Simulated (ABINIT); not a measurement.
## A GW chain in ABINIT: Cs2InAgCl6 (Fm-3m)

Wanted: ground state, empty states, screening and self-energy for Cs2InAgCl6 (Fm-3m).

Method: PBEsol and many-body steps on it, plane waves, in ABINIT 10.8.3.

**What was measured.**

- Gap 3.3 eV: optical gap from absorption onset near 380 nm, assigned as direct at Gamma; diffuse reflectance with Kubelka-Munk analysis; powder (“Cs2InAgCl6: A new lead-free halide double perovskite with direct band gap”, 2016, arxiv:1611.05426).

## (1) Starting point

Symmetry: Fm-3m, No. 225, cubic system. The conventional cell has a = 10.469 Å, b = 10.469 Å, c = 10.469 Å, α = 90.00°, β = 90.00°, γ = 90.00°. Nearest to Cs lie 12 Cl at 3.70 Å. Nearest to In lie 6 Cl at 2.51 Å. Ag has 6 Cl at 2.72 Å nearest. Nearest to Cl lie 1 In at 2.51 Å and 1 Ag at 2.72 Å and 4 Cs at 3.70 Å. Farther neighbours and most contacts between anions are not listed.

The cell and positions come from the Crystallography Open Database and are kept as given unless a step says otherwise. Spin-orbit coupling is left out unless a step names it.

## (2) Ground state

This step: ABINIT 10.8.3; DFT, PBEsol, plane waves, norm-conserving pseudopotentials.

The ground-state density comes first.

run.abi

```
acell 3*1.0 Angstrom
rprim 
  0.000000000000 5.234500000000 5.234500000000
  5.234500000000 0.000000000000 5.234500000000
  5.234500000000 5.234500000000 0.000000000000
ntypat 4
znucl 55 49 47 17
natom 10
typat 1 1 2 3 4 4 4 4 4 4
xred 
  0.250000000000 0.250000000000 0.250000000000
  0.750000000000 0.750000000000 0.750000000000
  0.000000000000 0.000000000000 0.000000000000
  0.500000000000 0.500000000000 0.500000000000
  0.760210000000 0.239790000000 0.239790000000
  0.239790000000 0.760210000000 0.239790000000
  0.239790000000 0.760210000000 0.760210000000
  0.760210000000 0.239790000000 0.760210000000
  0.239790000000 0.239790000000 0.760210000000
  0.760210000000 0.760210000000 0.239790000000
pp_dirpath "pseudos"
pseudos "Cs.upf, In.upf, Ag.upf, Cl.upf"
ecut 39
ngkpt 4 4 4
nshiftk 1
shiftk 0 0 0
kptopt 1
chksymbreak 0
nband 59
occopt 1
tolvrs 1e-08
nstep 60
prtwf 0
optforces 0
optstress 0
indata_prefix "in"
outdata_prefix "out"
tmpdata_prefix "tmp"
```

Command:

```bash
> OMP_NUM_THREADS=1 mpirun -n 8 abinit run.abi > log
```

Numbers of over 12 decimals in the logs are rounded to 6 here.

Output:

```text
.Version 10.8.3 of ABINIT. v10.8.2 released Aug 2026.

 Symmetries : space group Fm -3 m (#225); Bravais cF (face-center cubic)
================================================================================
 Values of the parameters that define the memory need of the present run
     intxc =       0    ionmov =       0      iscf =       7    lmnmax =       8
     lnmax =       8     mgfft =      80  mpssoang =       4    mqgrid =    3212
     natom =      10  nloc_mem =       1    nspden =       1   nspinor =       1
    nsppol =       1      nsym =      48    n1xccc =    2501    ntypat =       4
    occopt =       1   xclevel =       2
-    mband =          59        mffmem =           1         mkmem =           1
       mpw =       22548          nfft =      512000          nkpt =           8
================================================================================
  Rough estimation (10% accuracy) of disk space for files :
================================================================================

--------------------------------------------------------------------------------
------------- Echo of variables that govern the present computation ------------
--------------------------------------------------------------------------------
 -outvars: echo values of preprocessed input variables --------
            acell      1.8897261259E+00  1.8897261259E+00  1.8897261259E+00 Bohr

      chksymbreak           0
             ecut      3.90000000E+01 Hartree
-          fftalg         312

              ixc     -116133
              kpt      0.00000000E+00  0.00000000E+00  0.00000000E+00
                       2.50000000E-01  0.00000000E+00  0.00000000E+00
                       5.00000000E-01  0.00000000E+00  0.00000000E+00
                       2.50000000E-01  2.50000000E-01  0.00000000E+00
                       5.00000000E-01  2.50000000E-01  0.00000000E+00
                      -2.50000000E-01  2.50000000E-01  0.00000000E+00
                       5.00000000E-01  5.00000000E-01  0.00000000E+00
                      -2.50000000E-01  5.00000000E-01  2.50000000E-01
         kptrlatt        4    0    0      0    4    0      0    0    4
          kptrlen      5.59563091E+01
P           mkmem           1
            natom          10
            nband          59
            ngfft          80      80      80
             nkpt           8
            nstep          60
             nsym          48
           ntypat           4
              occ      2.000000  2.000000  2.000000  2.000000  2.000000  2.000000
                       2.000000  2.000000  2.000000  2.000000  2.000000  2.000000
                       2.000000  2.000000  2.000000  2.000000  2.000000  2.000000
                       2.000000  2.000000  2.000000  2.000000  2.000000  2.000000
                       2.000000  2.000000  2.000000  2.000000  2.000000  2.000000
                       2.000000  2.000000  2.000000  2.000000  2.000000  2.000000
                       2.000000  2.000000  2.000000  2.000000  2.000000  2.000000
                       2.000000  2.000000  2.000000  2.000000  2.000000  2.000000
                       2.000000  2.000000  0.000000  0.000000  0.000000  0.000000
                       0.000000  0.000000  0.000000  0.000000  0.000000
        optforces           0
        optstress           0
            prtwf           0
            rprim      0.0000000000E+00  5.2345000000E+00  5.2345000000E+00
                       5.2345000000E+00  0.0000000000E+00  5.2345000000E+00
                       5.2345000000E+00  5.2345000000E+00  0.0000000000E+00
          spgroup         225

           tolvrs      1.00000000E-08

             xred      2.5000000000E-01  2.5000000000E-01  2.5000000000E-01
                       7.5000000000E-01  7.5000000000E-01  7.5000000000E-01
[...]
znucl       55.00000   49.00000   47.00000   17.00000

================================================================================

 chkinp: Checking input parameters for consistency.

================================================================================
== DATASET  1 ==================================================================
-   mpi_nproc: 8, omp_nthreads: 1 (-1 if OMP is not activated)

--- !DatasetInfo
iteration_state: {dtset: 1, }
dimensions: {natom: 10, nkpt: 8, mband: 59, nsppol: 1, nspinor: 1, nspden: 1, mpw: 22548, }
cutoff_energies: {ecut:  39.0, pawecutdg:  -1.0, }
electrons: {nelect:   1.00000000E+02, charge:   0.00000000E+00, occopt:   1.00000000E+00, tsmear:   1.00000000E-02, }

 Real(R)+Recip(G) space primitive vectors, cartesian coordinates (Bohr,Bohr^-1):
 R(1)=  0.0000000  9.8917714  9.8917714  G(1)= -0.0505471  0.0505471  0.0505471
 R(2)=  9.8917714  0.0000000  9.8917714  G(2)=  0.0505471 -0.0505471  0.0505471
 R(3)=  9.8917714  9.8917714  0.0000000  G(3)=  0.0505471  0.0505471 -0.0505471
 Unit cell volume ucvol=  1.9357631E+03 bohr^3
 Angles (23,13,12)=  6.00000000E+01  6.00000000E+01  6.00000000E+01 degrees

 getcut: wavevector=  0.0000  0.0000  0.0000  ngfft=  80  80  80
         ecut(hartree)=     39.000   => boxcut(ratio)=   2.03425

--- Pseudopotential description ------------------------------------------------
- Cs Generated using ONCVPSP code by D. R. Hamann
- 55.00000   9.00000  180301                  znucl, zion, pspdat
[...]
--- l  ekb(1:nproj) -->
[...]
pspatm: atomic psp has been read  and splines computed

   1.59439769E+04                                ecore*ucvol(ha*bohr**3)
--------------------------------------------------------------------------------

_setup2: Arith. and geom. avg. npw (full set) are   22529.859   22529.850

================================================================================

--- !BeginCycle
iteration_state: {dtset: 1, }
solver: {iscf: 7, nstep: 60, nline: 4, wfoptalg: 0, }
tolerances: {tolvrs: 1.00E-08, }

     iter   Etot(hartree)      deltaE(h)  residm     vres2
 ETOT  1  -495.07594445291    -4.951E+02 1.570E-01 2.723E+04
 ETOT  2  -497.22116685908    -2.145E+00 1.813E-02 2.811E+04
 ETOT  3  -499.28300858444    -2.062E+00 1.547E-02 4.954E+03
 ETOT  4  -499.48047269386    -1.975E-01 1.802E-02 1.765E+03
 ETOT  5  -499.57476009080    -9.429E-02 3.154E-03 2.394E+02
 ETOT  6  -499.58677751445    -1.202E-02 1.096E-02 1.447E+01
 ETOT  7  -499.58765407123    -8.766E-04 1.080E-03 1.078E+00
 ETOT  8  -499.58769362769    -3.956E-05 3.043E-03 9.925E-02
 ETOT  9  -499.58769538822    -1.761E-06 5.271E-04 5.515E-02
 ETOT 10  -499.58769919002    -3.802E-06 4.475E-04 7.403E-04
 ETOT 11  -499.58769927902    -8.900E-08 2.242E-04 3.727E-05
 ETOT 12  -499.58769928134    -2.322E-09 3.662E-04 1.386E-06
 ETOT 13  -499.58769928155    -2.112E-10 1.891E-04 3.952E-08
 ETOT 14  -499.58769928151     4.331E-11 2.720E-04 6.886E-09

 At SCF step   14       vres2   =  6.89E-09 < tolvrs=  1.00E-08 =>converged.

--- !ResultsGS
iteration_state: {dtset: 1, }
comment   : Summary of ground state results
lattice_vectors:
- [  0.0000000,   9.8917714,   9.8917714, ]
- [  9.8917714,   0.0000000,   9.8917714, ]
- [  9.8917714,   9.8917714,   0.0000000, ]
lattice_lengths: [  13.98908,   13.98908,   13.98908, ]
lattice_angles: [ 60.000,  60.000,  60.000, ] # degrees, (23, 13, 12)
lattice_volume:   1.9357631E+03
convergence: {deltae:  4.331E-11, res2:  6.886E-09, residm:  2.720E-04, diffor:  0.000E+00, }
etotal    :  -4.99587699E+02
entropy   :   0.00000000E+00
fermie    :   7.65661336E-02
cartesian_stress_tensor: null
pressure_GPa: null
xred      :
- [  2.5000E-01,   2.5000E-01,   2.5000E-01, Cs]
- [  7.5000E-01,   7.5000E-01,   7.5000E-01, Cs]
- [  0.0000E+00,   0.0000E+00,   0.0000E+00, In]
- [  5.0000E-01,   5.0000E-01,   5.0000E-01, Ag]
- [  7.6021E-01,   2.3979E-01,   2.3979E-01, Cl]
- [  2.3979E-01,   7.6021E-01,   2.3979E-01, Cl]
- [  2.3979E-01,   7.6021E-01,   7.6021E-01, Cl]
- [  7.6021E-01,   2.3979E-01,   7.6021E-01, Cl]
- [  2.3979E-01,   2.3979E-01,   7.6021E-01, Cl]
- [  7.6021E-01,   7.6021E-01,   2.3979E-01, Cl]
cartesian_forces: null
force_length_stats: {min: null, max: null, mean: null, }

 Integrated electronic density in atomic spheres:
 ------------------------------------------------
 Atom  Sphere_radius  Integrated_density
[...]
================================================================================

 ----iterations are completed or convergence reached----

 Mean square residual over all n,k,spin=   98.383E-08; max=  27.199E-05
 reduced coordinates (array xred) for   10 atoms
[...]
0.239790000000      0.760210000000      0.760210000000
       0.760210000000      0.239790000000      0.760210000000
       0.239790000000      0.239790000000      0.760210000000
       0.760210000000      0.760210000000      0.239790000000
 rms dE/dt=  0.0000E+00; max dE/dt=  0.0000E+00; dE/dt below (all hartree)
    1       0.000000000000      0.000000000000      0.000000000000
    2       0.000000000000      0.000000000000      0.000000000000
    3       0.000000000000      0.000000000000      0.000000000000
    4       0.000000000000      0.000000000000      0.000000000000
    5       0.000000000000      0.000000000000      0.000000000000
    6       0.000000000000      0.000000000000      0.000000000000
    7       0.000000000000      0.000000000000      0.000000000000
    8       0.000000000000      0.000000000000      0.000000000000
    9       0.000000000000      0.000000000000      0.000000000000
   10       0.000000000000      0.000000000000      0.000000000000

 cartesian coordinates (angstrom) at end:
[...]
6      5.234500     2.510362     5.234500
    7      7.958638     5.234500     5.234500
    8      5.234500     7.958638     5.234500
    9      5.234500     5.234500     2.510362
   10      5.234500     5.234500     7.958638
 length scales=  1.889726125908  1.889726125908  1.889726125908 bohr
              =  1.000000000000  1.000000000000  1.000000000000 angstroms
 prteigrs : about to open file out_EIG
 Fermi (or HOMO) energy (hartree) =   0.07657   Average Vxc (hartree)=  -0.32995
 Eigenvalues (hartree) for nkpt=   8  k points:
 kpt#   1, nband= 59, wtk=  0.01563, kpt=  0.0000  0.0000  0.0000 (reduced coord)
  -4.12569   -3.20957   -2.60150   -2.60150   -2.60150   -1.86998   -1.86998   -1.86998
  -0.64508   -0.64435   -0.45667   -0.45667   -0.45066   -0.42992   -0.42992   -0.42992
  -0.41997   -0.41997   -0.41997   -0.38798   -0.38798   -0.16780   -0.16780   -0.16780
  -0.16267   -0.16267   -0.16267   -0.14668   -0.05521   -0.05521   -0.05521   -0.03616
  -0.03616   -0.02051   -0.02051   -0.02051    0.01981    0.01981    0.01981    0.02309
   0.02309    0.02309    0.03052    0.03052    0.03052    0.04312    0.04312    0.04312
   0.07657    0.07657    0.11497    0.26333    0.26527    0.26527    0.26527    0.27759
   0.27759    0.32212    0.32343
 prteigrs : prtvol=0 or 1, do not print more k-points.

--- !EnergyTerms
iteration_state     : {dtset: 1, }
comment             : Components of total free energy in Hartree
kinetic             :  1.64836918292381E+02
hartree             :  1.80766021250517E+02
xc                  : -9.13459612051278E+01
Ewald energy        : -2.55792118427369E+02
psp_core            :  8.23653307346386E+00
local_psp           : -5.07159492684674E+02
non_local_psp       :  8.70400419299313E-01
total_energy        : -4.99587699281509E+02
total_energy_eV     : -1.35944738488902E+04
band_energy         : -5.55138110114851E+01

== END DATASET(S) ==============================================================
================================================================================

 -outvars: echo values of variables after computation  --------
           etotal     -4.9958769928E+02
            nband          59
             nkpt           8
          spgroup         225
 [... the other variables as echoed above ...]

 Calculation completed.
```

The job ended after 1.8 min (8 MPI ranks of Arm Neoverse V2, shared host; peak memory 2 GiB).

This step gave:

* total energy: -13594.4738 eV
* gap: 1.045 eV
* k of the valence top: 0, 0, 0
* k of the conduction bottom: 0, 0, 0
* least direct gap: 1.045 eV

The gap is direct, at Γ.

## (3) Empty states on the mesh, 2×2×2 mesh, 264 bands

The sums over transitions need many empty states on a uniform mesh; this step solves for them.

run.abi: that of step 2 with these lines changed.

```diff
@@ -23,3 +23,3 @@
 ecut 39
-ngkpt 4 4 4
+ngkpt 2 2 2
 nshiftk 1
@@ -28,9 +28,10 @@
 chksymbreak 0
-nband 59
-occopt 1
-tolvrs 1e-08
+iscf -2
+irdden 1
+istwfk *1
+nband 264
+nbdbuf 24
+tolwfr 1e-09
 nstep 60
-prtwf 0
-optforces 0
-optstress 0
+prtvol 0
 indata_prefix "in"
```

Command:

```bash
> OMP_NUM_THREADS=2 mpirun -n 3 abinit run.abi > log
```

Output:

```text
.Version 10.8.3 of ABINIT. v10.8.2 released Aug 2026.

 Symmetries : space group Fm -3 m (#225); Bravais cF (face-center cubic)
[... echo of the input left out ...]
== DATASET  1 ==================================================================
-   mpi_nproc: 3, omp_nthreads: 2 (-1 if OMP is not activated)

--- !DatasetInfo
iteration_state: {dtset: 1, }
dimensions: {natom: 10, nkpt: 3, mband: 264, nsppol: 1, nspinor: 1, nspden: 1, mpw: 22556, }
cutoff_energies: {ecut:  39.0, pawecutdg:  -1.0, }
electrons: {nelect:   1.00000000E+02, charge:   0.00000000E+00, occopt:   1.00000000E+00, tsmear:   1.00000000E-02, }

 Real(R)+Recip(G) space primitive vectors, cartesian coordinates (Bohr,Bohr^-1):
 R(1)=  0.0000000  9.8917714  9.8917714  G(1)= -0.0505471  0.0505471  0.0505471
 R(2)=  9.8917714  0.0000000  9.8917714  G(2)=  0.0505471 -0.0505471  0.0505471
 R(3)=  9.8917714  9.8917714  0.0000000  G(3)=  0.0505471  0.0505471 -0.0505471
 Unit cell volume ucvol=  1.9357631E+03 bohr^3
 Angles (23,13,12)=  6.00000000E+01  6.00000000E+01  6.00000000E+01 degrees

 getcut: wavevector=  0.0000  0.0000  0.0000  ngfft=  80  80  80
         ecut(hartree)=     39.000   => boxcut(ratio)=   2.03425

--- Pseudopotential description ------------------------------------------------
- Cs Generated using ONCVPSP code by D. R. Hamann
- 55.00000   9.00000  180301                  znucl, zion, pspdat
12 -116133 3 -1 2384                          pspcod,pspxc,lmax,lloc,mmax
     nproj     2     2     2     2
  pspatm : epsatm=   22.12462466
         --- l  ekb(1:nproj) -->
             0    6.214110    0.767882
             1    6.311966    0.793598
             2    3.769790    0.913105
[...]
pspatm: atomic psp has been read  and splines computed

- In Generated using ONCVPSP code by D. R. Hamann
- 49.00000  21.00000  180301                  znucl, zion, pspdat
12 -116133 2 -1 1940                          pspcod,pspxc,lmax,lloc,mmax
     nproj     2     2     2     0
  pspatm : epsatm=   33.81349078
         --- l  ekb(1:nproj) -->
[...]
pspatm: atomic psp has been read  and splines computed

- Ag Generated using ONCVPSP code by D. R. Hamann
- 47.00000  19.00000  180301                  znucl, zion, pspdat
12 -116133 2 -1 1538                          pspcod,pspxc,lmax,lloc,mmax
     nproj     2     2     2     0
  pspatm : epsatm=   27.64581140
         --- l  ekb(1:nproj) -->
[...]
pspatm: atomic psp has been read  and splines computed

- Cl Generated using ONCVPSP code by D. R. Hamann
- 17.00000   7.00000  180301                  znucl, zion, pspdat
12 -116133 2 -1 1028                          pspcod,pspxc,lmax,lloc,mmax
     nproj     2     2     2     0
  pspatm : epsatm=    8.95520293
         --- l  ekb(1:nproj) -->
[...]
pspatm: atomic psp has been read  and splines computed

[...]
-4.1257E+00 -3.2096E+00 -2.6015E+00 -2.6015E+00 -2.6015E+00 -1.8700E+00
 -1.8700E+00 -1.8700E+00 -6.4508E-01 -6.4435E-01 -4.5668E-01 -4.5668E-01
 -4.5066E-01 -4.2992E-01 -4.2992E-01 -4.2992E-01 -4.1997E-01 -4.1997E-01
[...]
1.5883E+00  1.5883E+00  1.5884E+00  1.5908E+00  1.5909E+00  1.5910E+00
  1.5944E+00  1.6166E+00  1.6181E+00  1.6196E+00  1.6283E+00  1.6325E+00
 prteigrs : prtvol=0 or 1, do not print more k-points.

--- !ResultsGS
iteration_state: {dtset: 1, }
comment   : Summary of ground state results
lattice_vectors:
- [  0.0000000,   9.8917714,   9.8917714, ]
- [  9.8917714,   0.0000000,   9.8917714, ]
- [  9.8917714,   9.8917714,   0.0000000, ]
lattice_lengths: [  13.98908,   13.98908,   13.98908, ]
lattice_angles: [ 60.000,  60.000,  60.000, ] # degrees, (23, 13, 12)
lattice_volume:   1.9357631E+03
convergence: {deltae:  0.000E+00, res2:  0.000E+00, residm:  9.991E-10, diffor:  0.000E+00, }
etotal    :  -4.99587699E+02
entropy   :   0.00000000E+00
fermie    :   7.65661336E-02
cartesian_stress_tensor: null
pressure_GPa: null
xred      :
- [  2.5000E-01,   2.5000E-01,   2.5000E-01, Cs]
- [  7.5000E-01,   7.5000E-01,   7.5000E-01, Cs]
- [  0.0000E+00,   0.0000E+00,   0.0000E+00, In]
- [  5.0000E-01,   5.0000E-01,   5.0000E-01, Ag]
- [  7.6021E-01,   2.3979E-01,   2.3979E-01, Cl]
- [  2.3979E-01,   7.6021E-01,   2.3979E-01, Cl]
- [  2.3979E-01,   7.6021E-01,   7.6021E-01, Cl]
- [  7.6021E-01,   2.3979E-01,   7.6021E-01, Cl]
- [  2.3979E-01,   2.3979E-01,   7.6021E-01, Cl]
- [  7.6021E-01,   7.6021E-01,   2.3979E-01, Cl]
cartesian_forces: null
force_length_stats: {min: null, max: null, mean: null, }

 Integrated electronic density in atomic spheres:
 ------------------------------------------------
 Atom  Sphere_radius  Integrated_density
[...]
================================================================================

 ----iterations are completed or convergence reached----

 Mean square residual over all n,k,spin=   48.752E-11; max=  99.913E-11
 reduced coordinates (array xred) for   10 atoms
[...]
0.239790000000      0.239790000000      0.760210000000
       0.760210000000      0.760210000000      0.239790000000

 cartesian coordinates (angstrom) at end:
    1      2.617250     2.617250     2.617250
    2      7.851750     7.851750     7.851750
    3      0.000000     0.000000     0.000000
[...]
9      5.234500     5.234500     2.510362
   10      5.234500     5.234500     7.958638
 length scales=  1.889726125908  1.889726125908  1.889726125908 bohr
              =  1.000000000000  1.000000000000  1.000000000000 angstroms
 prteigrs : about to open file out_EIG
 Eigenvalues (hartree) for nkpt=   3  k points:
 kpt#   1, nband=264, wtk=  0.12500, kpt=  0.0000  0.0000  0.0000 (reduced coord)
[...]
1.57024    1.57149    1.57153    1.57160    1.58830    1.58831    1.58841    1.59084
   1.59087    1.59102    1.59441    1.61660    1.61808    1.61963    1.62830    1.63247
 prteigrs : prtvol=0 or 1, do not print more k-points.

== END DATASET(S) ==============================================================
================================================================================

 -outvars: echo values of variables after computation  --------
            nband         264
             nkpt           3
          spgroup         225
 [... the other variables as echoed above ...]

 Calculation completed.
```

The job ended after 3.9 min (3 MPI ranks; peak memory 0.73 GiB; 17 min of CPU time).

Numbers from this step:

- gap: 1.045 eV
- k of the valence top: 0, 0, 0
- k of the conduction bottom: 0, 0, 0
- least direct gap: 1.045 eV
- k points computed: 3
- lowest point of the top converged band, above the valence top: 37.88 eV

On this mesh the gap is 1.045 eV.

(Continued in part 2 of 2.)

[Paths, hosts, dates, memory and timing lines, banners, echoed tables and standing remarks are left out of the program output.]

[Logs are printed without paths, hosts, clocks, repeated set-up lines and the standing remarks that a program may print on its own settings, such as how far it seeks lower states.]

[Runs of the session that timed out or met a known fault of the program may be left out.]

[Hosts, paths, dates, database ids (printed as entryN), source tags and the programs' standing remarks are cut or masked in the printed files.]

[G0W0 gaps are taken among the corrected bands and points alone; a level outside them can change the order at an edge.]

[Where Ansatz stands beside ABINIT at settings called matched, ABINIT's density can come from a denser mesh and the files from another edition; pairs whose starting gaps differed by over 0.03 eV were left out, so agreement reads better than it is.]
